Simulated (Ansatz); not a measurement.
# SiH2Rh: relaxing a made-up structure

Starting from a made-up structure for SiH2Rh, the aim is the relaxed cell, its shortest contacts and, where a second run follows, its electronic structure.

Program: Ansatz 0.2.0. Level of theory: DFT, PBE, plane-wave PAW, files of the set soft_1, scalar-relativistic, no spin, cell and ions relaxed at zero pressure; PAW set soft_1, in the first sound run; inputs show where later runs differ. Results are calculated unless marked as measured.

## (1) Set-up

It takes space group P2/m (No. 10, monoclinic). Conventional cell: a = 4.620 Å, b = 2.803 Å, c = 4.707 Å, α = 90.00°, β = 96.99°, γ = 90.00°. Rh has 5 H at 1.67 to 1.96 Å nearest. Si has 1 H at 1.86 Å nearest. H has 2 Rh at 1.84 Å nearest. Nearest to H lie 2 Si at 1.86 Å and 4 Rh at 1.96 Å. Nearest to H lie 2 Rh at 1.72 Å. Nearest to H lie 2 Rh at 1.67 Å. Farther neighbours are not listed.

## (2) Relaxation of the guess

The guessed cell has no reason to be at equilibrium. It is relaxed with the atoms, within the space group of the guess.

The input, input.yaml:

```yaml
crystal:
  lattice:
    - [4.62, 0.0, 0.0]
    - [0.0, 2.803, 0.0]
    - [-0.572823588, 0.0, 4.672014784]
  atoms:
    - { symbol: Rh, position: [0.7329, 0.0, 0.2108] }
    - { symbol: Rh, position: [0.2671, 0.0, 0.7892] }
    - { symbol: Si, position: [0.2259, 0.5, 0.2591] }
    - { symbol: Si, position: [0.7741, 0.5, 0.7409] }
    - { symbol: H, position: [0.5, 0.0, 0.5] }
    - { symbol: H, position: [0.5, 0.5, 0.0] }
    - { symbol: H, position: [0.0, 0.0, 0.5] }
    - { symbol: H, position: [0.0, 0.0, 0.0] }
kpoints:
  mp_grid: { grid: [6, 9, 6] }
scf:
  occupations: { method: fermi_dirac, width: 0.05 }
hamiltonian:
  xc: pbe
  pseudopotentials: { kind: paw, azcp: { folder: soft_1 } }
relax:
  f_tol: 0.015
  max_steps: 70
  cell: {}
output:
  forces: true
  stress: true
```

Launch:

```console
$ ansatz run input.yaml --threads 4 --pin off --max-ram 10240MiB --backend cpu --events-out ev --progress --plain --runs-dir out
```

Numbers of over 12 decimals in the logs are rounded to 6 here.

The program printed:

```text
Engine: ansatz 0.2.0, x86_64-unknown-linux-gnu
Pseudopotentials: kind: paw
Pseudopotential: Rh, paw, valence charge 17, recommended cutoff 420 eV (normal), soft_1/Rh.paw.azcp
Pseudopotential: Si, paw, valence charge 4, recommended cutoff 420 eV (normal), soft_1/Si.paw.azcp
Pseudopotential: H, paw, valence charge 1, recommended cutoff 420 eV (normal), soft_1/H.paw.azcp
Functional definition: PBE
  parameter kappa = 0.804
  parameter beta = 0.066725
  exchange = pbe_x(kappa = kappa, mu = beta*pi^2/3)
  correlation = pbe_c(beta = beta)
Crystal: 8 atoms, lattice volume = 60.502 Å³
Basis set: ecut = 420 eV, 1169 PW (Γ), exchange–correlation on 64×40×64 points (8 copies of the dense FFT grid, shifted against one another)
Bands: 31, of which v1, the nominal top of the filled ones, is band 23 counted from 1 (22 counted from 0)
Symmetry: 4 space group operations
Space group: P2/m (ITA 10), of the structure as read, at distance tolerance 3.9e-5 Å
k-points: 100 of 324
Non-local potential: Rh, projectors of the file, l = 0: 3, l = 1: 2, l = 2: 2, l = 3: 1
Non-local potential: Si, projectors of the file, l = 0: 2, l = 1: 2, l = 2: 1
Non-local potential: H, projectors of the file, l = 0: 2, l = 1: 1
PAW form: soft (Blöchl's): semilocal exchange-correlation on the pseudo side does not see the compensation charge
PAW one-centre angular grid: Rh, 590 points (default); XC on 64 Gauss nodes
PAW one-centre angular grid: Si, 110 points (default); XC on 64 Gauss nodes
PAW one-centre angular grid: H, 110 points (default); XC on 64 Gauss nodes
Initial density: superposition of atomic densities (chi_scale 0.1, normalization cell, long waves kept (reshape's long-wave potential 0.00 eV rms))
Initial wavefunctions: pseudopotential atomic-orbital guess
Functional: x = pbe(κ = 0.804, μ = 0.219515), c = pbe(β = 0.066725)
SCF iter   1: F=—  HF=-14139.299068 eV  |F-HF|=—  |Δ(HF+E_count)|=         —  Δρ=1.18e-1  dr2=1.10e1  ethr=3.10e-3  ⟨swp⟩=6.0  Hψ=13440  notcnv=0  defer=2
preconditioner: auto → Kerker (q_TF=auto, 2.606 Å⁻¹)  [metal: Δε(μ)=0.011 eV  Ē_g=8.890 eV  σ=0.050 eV  W_gap=0.05  n_scr=10 (ndim 8)  ℏωp=26.1 eV  f_vac=0.000  D(μ)=2.96/eV (n_scr^D=30)]
SCF iter   2: F=—  HF=-14137.643898 eV  |F-HF|=—  |Δ(HF+E_count)|=    1.66e0  Δρ=5.51e-2  dr2=2.42e0  ethr=3.10e-3  ⟨swp⟩=2.4  Hψ=5979  notcnv=0  defer=163
SCF iter   3: F=—  HF=-14137.167234 eV  |F-HF|=—  |Δ(HF+E_count)|=   4.77e-1  Δρ=9.45e-3  dr2=4.06e-2  ethr=3.10e-3  ⟨swp⟩=2.0  Hψ=4839  notcnv=0  defer=163
SCF iter   4: F=—  HF=-14137.155845 eV  |F-HF|=—  |Δ(HF+E_count)|=   1.14e-2  Δρ=1.48e-3  dr2=1.16e-3  ethr=8.82e-5  ⟨swp⟩=2.9  Hψ=6513  notcnv=0  defer=164
SCF iter   5: F=—  HF=-14137.155653 eV  |F-HF|=—  |Δ(HF+E_count)|=   1.92e-4  Δρ=3.30e-4  dr2=3.50e-5  ethr=2.52e-6  ⟨swp⟩=2.3  Hψ=4642  notcnv=0  defer=164
SCF iter   6: F=—  HF=-14137.155671 eV  |F-HF|=—  |Δ(HF+E_count)|=   1.84e-5  Δρ=6.47e-5  dr2=1.85e-6  ethr=7.60e-8  ⟨swp⟩=2.5  Hψ=4761  notcnv=0  defer=164
SCF iter   7: F=-14137.155671 eV  HF=-14137.155671 eV  |F-HF|=3.06e-8  |Δ(HF+E_count)|=   7.92e-8  Δρ=1.21e-5  dr2=8.17e-8  ethr=2.17e-10  ⟨swp⟩=4.2  Hψ=9710  notcnv=0
SCF 1 converged in 7 iterations: F = -14137.155671 eV  dr2 = 8.17e-8
  greatest PAW one-centre occupation: 1.000 electrons in one spin orbital (limit 2), on the Rh atom at site 1 (counted from 0), in its partial waves of l = 0
relax step   1: F+E_penalty+E_count = -14137.15567108 eV  Δ(F+E_penalty+E_count) = +0.000e0 eV  max|allowed force component| = 6.131e-1 eV/Å  Δτ_max = 0.0000 Å  P = +32.193 GPa  Ω = 60.502 Å³  (7 SCF iters, dr2 threshold 1.00e-7 eV, accepted)
Crystal: 8 atoms, lattice volume = 68.388 Å³
Basis set: ecut = 420 eV, 1323 PW (Γ), exchange–correlation on 64×40×64 points (8 copies of the dense FFT grid, shifted against one another)
Initial density: handed on by an earlier stage of this run
Initial wavefunctions: those handed on with the density
iter 1 solved again at ethr=9.13e-4 eV; its pass at ethr=3.10e-3 eV (dr2=4.20e-1 eV) is discarded
SCF iter   1: F=—  HF=-14138.092158 eV  |F-HF|=—  |Δ(HF+E_count)|=         —  Δρ=1.99e-2  dr2=4.25e-1  ethr=9.13e-4  ⟨swp⟩=1.2  Hψ=15510  notcnv=0
preconditioner: auto → Kerker (q_TF=auto, 2.554 Å⁻¹)  [metal: Δε(μ)=0.008 eV  Ē_g=8.162 eV  σ=0.050 eV  W_gap=0.04  n_scr=18 (ndim 8)  ℏωp=24.6 eV  f_vac=0.000  D(μ)=3.28/eV (n_scr^D=34)]
SCF iter   2: F=—  HF=-14138.036435 eV  |F-HF|=—  |Δ(HF+E_count)|=   5.57e-2  Δρ=9.83e-3  dr2=1.02e-1  ethr=9.13e-4  ⟨swp⟩=1.9  Hψ=3339  notcnv=0
SCF iter   3: F=—  HF=-14138.017873 eV  |F-HF|=—  |Δ(HF+E_count)|=   1.86e-2  Δρ=1.69e-3  dr2=2.65e-3  ethr=2.23e-4  ⟨swp⟩=2.0  Hψ=3844  notcnv=0
SCF iter   4: F=—  HF=-14138.017488 eV  |F-HF|=—  |Δ(HF+E_count)|=   3.86e-4  Δρ=3.20e-4  dr2=5.66e-5  ethr=5.75e-6  ⟨swp⟩=2.2  Hψ=4940  notcnv=0  defer=1
SCF iter   5: F=—  HF=-14138.017548 eV  |F-HF|=—  |Δ(HF+E_count)|=   6.05e-5  Δρ=6.71e-5  dr2=4.14e-6  ethr=1.23e-7  ⟨swp⟩=2.3  Hψ=4359  notcnv=0  defer=1
SCF iter   6: F=-14138.017547 eV  HF=-14138.017547 eV  |F-HF|=7.79e-8  |Δ(HF+E_count)|=   5.69e-7  Δρ=1.79e-5  dr2=2.06e-7  ethr=1.74e-9  ⟨swp⟩=4.0  Hψ=9629  notcnv=0
SCF 2 converged in 6 iterations: F = -14138.017547 eV  dr2 = 2.06e-7
relax step   2: F+E_penalty+E_count = -14138.01754735 eV  Δ(F+E_penalty+E_count) = -8.619e-1 eV  max|allowed force component| = 2.725e-1 eV/Å  Δτ_max = 0.0053 Å  P = +5.721 GPa  Ω = 68.388 Å³  energy of the carried Pulay correction = -8.463e-3 eV  (6 SCF iters, dr2 threshold 8.00e-7 eV, accepted)
Crystal: 8 atoms, lattice volume = 70.464 Å³
Basis set: ecut = 420 eV, 1369 PW (Γ), exchange–correlation on 64×40×64 points (8 copies of the dense FFT grid, shifted against one another)
iter 1 solved again at ethr=5.97e-5 eV; its pass at ethr=3.10e-3 eV (dr2=2.74e-2 eV) is discarded
SCF iter   1: F=—  HF=-14138.088192 eV  |F-HF|=—  |Δ(HF+E_count)|=         —  Δρ=5.49e-3  dr2=3.31e-2  ethr=5.97e-5  ⟨swp⟩=1.6  Hψ=15653  notcnv=0
preconditioner: auto → Kerker (q_TF=auto, 2.541 Å⁻¹)  [metal: Δε(μ)=0.002 eV  Ē_g=7.894 eV  σ=0.050 eV  W_gap=0.01  n_scr=20 (ndim 8)  ℏωp=24.2 eV  f_vac=0.000  D(μ)=3.17/eV (n_scr^D=30)]
SCF iter   2: F=—  HF=-14138.084034 eV  |F-HF|=—  |Δ(HF+E_count)|=   4.16e-3  Δρ=2.66e-3  dr2=8.03e-3  ethr=5.97e-5  ⟨swp⟩=1.0  Hψ=3100  notcnv=0
SCF iter   3: F=—  HF=-14138.082608 eV  |F-HF|=—  |Δ(HF+E_count)|=   1.43e-3  Δρ=4.91e-4  dr2=2.80e-4  ethr=1.75e-5  ⟨swp⟩=1.0  Hψ=3101  notcnv=0
SCF iter   4: F=—  HF=-14138.082627 eV  |F-HF|=—  |Δ(HF+E_count)|=   1.83e-5  Δρ=9.87e-5  dr2=7.29e-6  ethr=6.09e-7  ⟨swp⟩=2.4  Hψ=4415  notcnv=0
[...]
relax step  18: F+E_penalty+E_count = -14140.05515171 eV  Δ(F+E_penalty+E_count) = -2.260e-1 eV  max|allowed force component| = 1.288e-1 eV/Å  Δτ_max = 0.0335 Å  P = +2.583 GPa  Ω = 69.454 Å³  energy of the carried Pulay correction = -1.276e-3 eV  (6 SCF iters, dr2 threshold 8.00e-7 eV, accepted)
relax step  19: F+E_penalty+E_count = -14140.21594024 eV  Δ(F+E_penalty+E_count) = -1.608e-1 eV  max|allowed force component| = 1.632e-1 eV/Å  Δτ_max = 0.0850 Å  P = +2.309 GPa  Ω = 69.614 Å³  energy of the carried Pulay correction = -1.291e-3 eV  (6 SCF iters, dr2 threshold 8.00e-7 eV, accepted)
relax step  20: F+E_penalty+E_count = -14140.28359298 eV  Δ(F+E_penalty+E_count) = -6.765e-2 eV  max|allowed force component| = 5.809e-2 eV/Å  Δτ_max = 0.0258 Å  P = +0.825 GPa  Ω = 70.223 Å³  energy of the carried Pulay correction = -1.827e-3 eV  (6 SCF iters, dr2 threshold 8.00e-7 eV, accepted)
relax step  21: F+E_penalty+E_count = -14140.28607940 eV  Δ(F+E_penalty+E_count) = -2.486e-3 eV  max|allowed force component| = 1.126e-2 eV/Å  Δτ_max = 0.0108 Å  P = -0.032 GPa  Ω = 70.558 Å³  energy of the carried Pulay correction = -2.176e-3 eV  (6 SCF iters, dr2 threshold 8.00e-7 eV, accepted)
relax step  22: F+E_penalty+E_count = -14140.28613227 eV  Δ(F+E_penalty+E_count) = -5.287e-5 eV  max|allowed force component| = 1.678e-3 eV/Å  Δτ_max = 0.0014 Å  P = -0.005 GPa  Ω = 70.552 Å³  energy of the carried Pulay correction = -2.166e-3 eV  (6 SCF iters, dr2 threshold 3.01e-8 eV, accepted)
relax step  23: F+E_penalty+E_count = -14140.29525517 eV  Δ(F+E_penalty+E_count) = -9.123e-3 eV  max|allowed force component| = 7.840e-3 eV/Å  Δτ_max = 0.0000 Å  P = +0.102 GPa  Ω = 70.552 Å³  stress off target by 4.14e-1 GPa  SCF on the basis re-selected at this cell (its energy is not comparable with the rows above)  (7 SCF iters)
relax step  24: F+E_penalty+E_count = -14140.29548716 eV  Δ(F+E_penalty+E_count) = -2.320e-4 eV  max|allowed force component| = 3.733e-3 eV/Å  Δτ_max = 0.0013 Å  P = +0.037 GPa  Ω = 70.585 Å³  energy of the carried Pulay correction = -3.214e-5 eV  (6 SCF iters, dr2 threshold 4.29e-7 eV, accepted)
relax step  25: F+E_penalty+E_count = -14140.29547693 eV  Δ(F+E_penalty+E_count) = +1.024e-5 eV  max|allowed force component| = 4.009e-3 eV/Å  Δτ_max = 0.0013 Å  P = -0.000 GPa  Ω = 70.601 Å³  energy of the carried Pulay correction = -4.585e-5 eV  (6 SCF iters, dr2 threshold 1.37e-8 eV, accepted)
iter 1 solved again at ethr=4.72e-7 eV; its pass at ethr=3.10e-3 eV (dr2=2.17e-4 eV) is discarded
SCF iter   1: F=—  HF=-14140.294781 eV  |F-HF|=—  |Δ(HF+E_count)|=         —  Δρ=4.62e-4  dr2=3.11e-6  ethr=4.72e-7  ⟨swp⟩=3.0  Hψ=21520  notcnv=0
preconditioner: auto → Kerker (q_TF=auto, 2.540 Å⁻¹)  [metal: Δε(μ)=0.009 eV  Ē_g=8.466 eV  σ=0.050 eV  W_gap=0.05  n_scr=18 (ndim 8)  ℏωp=24.2 eV  f_vac=0.000  D(μ)=1.97/eV (n_scr^D=10)]
SCF iter   2: F=—  HF=-14140.295345 eV  |F-HF|=—  |Δ(HF+E_count)|=   5.64e-4  Δρ=2.34e-4  dr2=7.97e-7  ethr=6.76e-9  ⟨swp⟩=1.9  Hψ=3661  notcnv=0
SCF iter   3: F=—  HF=-14140.295524 eV  |F-HF|=—  |Δ(HF+E_count)|=   1.79e-4  Δρ=1.82e-6  dr2=7.47e-10  ethr=1.73e-9  ⟨swp⟩=1.1  Hψ=3105  notcnv=0
iter 4 did not close the SCF: its close was put off for the readings that it lacked (scf_convergence_deferred on its scf_iter line)
SCF iter   4: F=-14140.295524 eV  HF=-14140.295524 eV  |F-HF|=3.64e-12  |Δ(HF+E_count)|=   4.62e-9  Δρ=2.89e-7  dr2=4.33e-11  ethr=1.62e-12  ⟨swp⟩=2.2  Hψ=5273  notcnv=0
iter 5 did not close the SCF: its close was put off for the readings that it lacked (scf_convergence_deferred on its scf_iter line)
SCF iter   5: F=-14140.295524 eV  HF=-14140.295524 eV  |F-HF|=1.82e-12  |Δ(HF+E_count)|=  1.64e-11  Δρ=9.19e-8  dr2=1.04e-11  ethr=1.00e-12  ⟨swp⟩=1.0  Hψ=3100  notcnv=0
iter 6 did not close the SCF: its close was put off for the readings that it lacked (scf_convergence_deferred on its scf_iter line)
SCF iter   6: F=-14140.295524 eV  HF=-14140.295524 eV  |F-HF|=7.28e-12  |Δ(HF+E_count)|=  1.82e-12  Δρ=2.92e-8  dr2=9.42e-13  ethr=1.00e-12  ⟨swp⟩=1.0  Hψ=3100  notcnv=0
iter 7 did not close the SCF: its close was put off for the readings that it lacked (scf_convergence_deferred on its scf_iter line)
SCF iter   7: F=-14140.295524 eV  HF=-14140.295524 eV  |F-HF|=5.46e-12  |Δ(HF+E_count)|=  5.46e-12  Δρ=9.66e-9  dr2=7.78e-14  ethr=1.00e-12  ⟨swp⟩=1.0  Hψ=3100  notcnv=0
SCF iter   8: F=-14140.295524 eV  HF=-14140.295524 eV  |F-HF|=5.46e-12  |Δ(HF+E_count)|=  1.82e-12  Δρ=2.75e-9  dr2=7.50e-15  ethr=1.00e-12  ⟨swp⟩=1.2  Hψ=6635  notcnv=0
SCF 26 converged in 8 iterations: F = -14140.295524 eV  dr2 = 7.50e-15
relax step  26: F+E_penalty+E_count = -14140.29552421 eV  Δ(F+E_penalty+E_count) = -4.728e-5 eV  max|allowed force component| = 4.004e-3 eV/Å  Δτ_max = 0.0000 Å  P = -0.001 GPa  Ω = 70.601 Å³  stress off target by 1.84e-2 GPa  SCF on the basis re-selected at this cell (its energy is not comparable with the rows above)  (8 SCF iters)
basis re-selected at this cell: Δ(F+E_penalty+E_count) = -4.728e-5 eV, ΔP = -0.000 GPa vs the last step (what re-selecting the basis moved, of the pressure what is left beyond the Pulay correction that the steps carried, after the strain that the cell walked since its last selection, with what the two solves' SCF thresholds leave and, on support functions, any second-order correction that the steps lacked; it is no m [...]
SCF converged after 8 iterations
Free energy (F): -14140.295524 eV
Harris-Foulkes:  -14140.295524 eV  (|F-HF|=5.46e-12)
Internal energy: -14140.279527 eV  (E = F + TS)
E sigma→0 (E₀):  -14140.287525 eV
Entropy (-TS):   -0.015998 eV (-2.000 meV/atom)
Fermi energy:    13.323059 eV
--- Per-component energies (eV) ---
  E_band       = -392.790373
  E_kinetic    = 1213.964941
  E_local      = -4829.908621  (includes V_loc(G=0)·N_el)
  E_nonlocal   = 642.290574
  E_hartree    = 1908.298083
  E_xc         = -554.774415
  E_vxc        = -651.941007  (∫ρ·V_xc dr)
  E_paw        = -8231.702972  (= ΣΔE_a)
  E_vpaw       = -583.789279  (= ΣTr[D̂ρ^β])
  E_aug_tail   = -0.003148  (compensation charges beyond the density's cutoff)
  E_ewald      = -4288.443968
  E_smearing   = -0.015998  (= −TS)
  E_closure    = -0.000000  (closes the sum)
  Σ components = -14140.295524   (vs F -14140.295524, Δ=0.00e0)
--- Forces (eV/Å), atoms counted from 1 ---
  atom   1  Rh     0.00150709    -0.00000000    -0.00118593
  atom   2  Rh    -0.00150709     0.00000000     0.00118593
  atom   3  Si    -0.00400394     0.00000000     0.00112386
  atom   4  Si     0.00400394    -0.00000000    -0.00112386
  atom   5  H      0.00000000     0.00000000    -0.00000000
  atom   6  H     -0.00000000     0.00000000    -0.00000000
  atom   7  H      0.00000000     0.00000000     0.00000000
  atom   8  H      0.00000000     0.00000000     0.00000000
  max |Σ_I F_I| component: 8.67e-19 eV/Å
--- Stress (GPa, compression-positive) ---
        0.003923      -0.000000      -0.014536
       -0.000000      -0.010129      -0.000000
       -0.014536      -0.000000       0.003807
  P = ⅓ Tr σ = -0.0008 GPa (-0.008 kbar)
--- Relaxed structure (23 steps of the walk, 22 accepted, 3 SCFs on fresh bases) ---
  F+E_penalty+E_count = -14140.29552421 eV   max|allowed force component| = 4.004e-3 eV/Å   (the final SCF, on the basis selected at the relaxed cell)
  cell:  # Å, volume = 70.6014 Å³
    - [3.773639, 5.8205867798378845e-18, -0.693329]
    - [3.531407953221998e-18, 2.771192, 7.062815906443961e-18]
    - [-1.169020, 1.1050555318273318e-17, 6.966071]
  atoms:
    - { symbol: Rh, position: [0.806027, 0, 0.197739] }
    - { symbol: Rh, position: [0.193973, 0, 0.802261] }
    - { symbol: Si, position: [0.372231, 0.500000, 0.313008] }
    - { symbol: Si, position: [0.627769, 0.500000, 0.686992] }
    - { symbol: H, position: [0.5, 0, 0.500000] }
    - { symbol: H, position: [0.500000, 0.500000, -6.938893903907228e-18] }
    - { symbol: H, position: [2.7755575615628914e-17, 0, 0.500000] }
    - { symbol: H, position: [-3.1495708315923676e-19, 0, 3.6985054463363046e-19] }
```

It took 75 s on 4 threads of AMD EPYC 7R13 (Zen 3), shared host; peak memory 0.62 GiB; 4.1 min of CPU time.

The steps of the relaxation (22 of 26):

```csv
step,energy less that of the first step (eV),largest force component (eV/Å),pressure (GPa),volume (Å³)
1,0.0000,0.6131,32.19,60.50
2,-0.8619,0.2725,5.72,68.39
3,-0.9270,0.1229,1.16,70.46
5,-1.3009,0.3234,-2.63,72.16
6,-1.5303,0.1100,1.19,70.20
7,-1.5923,0.1234,1.56,69.92
8,-1.6872,0.2179,-2.41,70.43
9,-1.8970,0.6993,-2.91,69.37
11,-2.1383,0.4769,-1.03,68.31
12,-2.1370,0.5269,3.35,67.33
13,-2.2318,0.0638,-0.93,68.30
14,-2.2379,0.0207,-0.53,68.21
15,-2.2388,0.0195,0.06,67.95
16,-2.2388,0.0026,0.01,67.98
18,-2.8995,0.1288,2.58,69.45
19,-3.0603,0.1632,2.31,69.61
20,-3.1279,0.0581,0.82,70.22
21,-3.1304,0.0113,-0.03,70.56
22,-3.1305,0.0017,-0.01,70.55
24,-3.1398,0.0037,0.04,70.59
25,-3.1398,0.0040,0.00,70.60
26*,-3.1399,0.0040,0.00,70.60
```

Relaxation steps marked * repeat the geometry before them on a plane-wave basis chosen anew for their cell, so energy and pressure can jump there. Other such steps can lie between the rows shown. Relaxation step 12 was tried and not accepted.

Forces are held to the 4 operations that the run works with; a distortion that breaks them can't arise in this run.

```csv
cell as run,before,after,change
a (Å),4.620,3.837,-17.0 %
b (Å),2.803,2.771,-1.1 %
c (Å),4.707,7.063,+50.1 %
β (°),96.99,109.94,+13.3 %
volume (Å³/atom),7.56,8.83,+16.7 %
```

The atoms that moved most (Å, as changes of fractional coordinates times the final cell):

```csv
atom,dx,dy,dz,length
Si3,0.489,0.000,0.274,0.561
Si4,-0.489,0.000,-0.274,0.561
Rh2,-0.291,0.000,0.142,0.324
Rh1,0.291,0.000,-0.142,0.324
```

Numbers from this step:

* free energy: -14140.2955 eV
* energy at zero smearing: -14140.2875 eV
* smearing term TS: 0.01600 eV
* Fermi energy: 13.32 eV
* electrons: 46
* symmetry operations: 4
* pressure: -8.00e-4 GPa

The shortest distance of each pair, which need not be the same contact before and after:

```csv
pair,guess (Å),relaxed (Å)
H–Rh,1.675,1.793
H–Si,1.862,1.861
H–H,2.310,1.918
Rh–Si,2.645,2.469
Si–Si,2.803,2.485
```

The relaxation ends with a largest force component of 0.0040 eV/Å and a pressure of 0.00 GPa.

(Part 1 of 2 ends here.)

[Logs are printed without paths, hosts, clocks, repeated set-up lines and the standing remarks that a program may print on its own settings, such as how far it seeks lower states.]

[Hosts, paths, dates, database ids (printed as entryN), source tags and the programs' standing remarks are cut or masked in the printed files.]
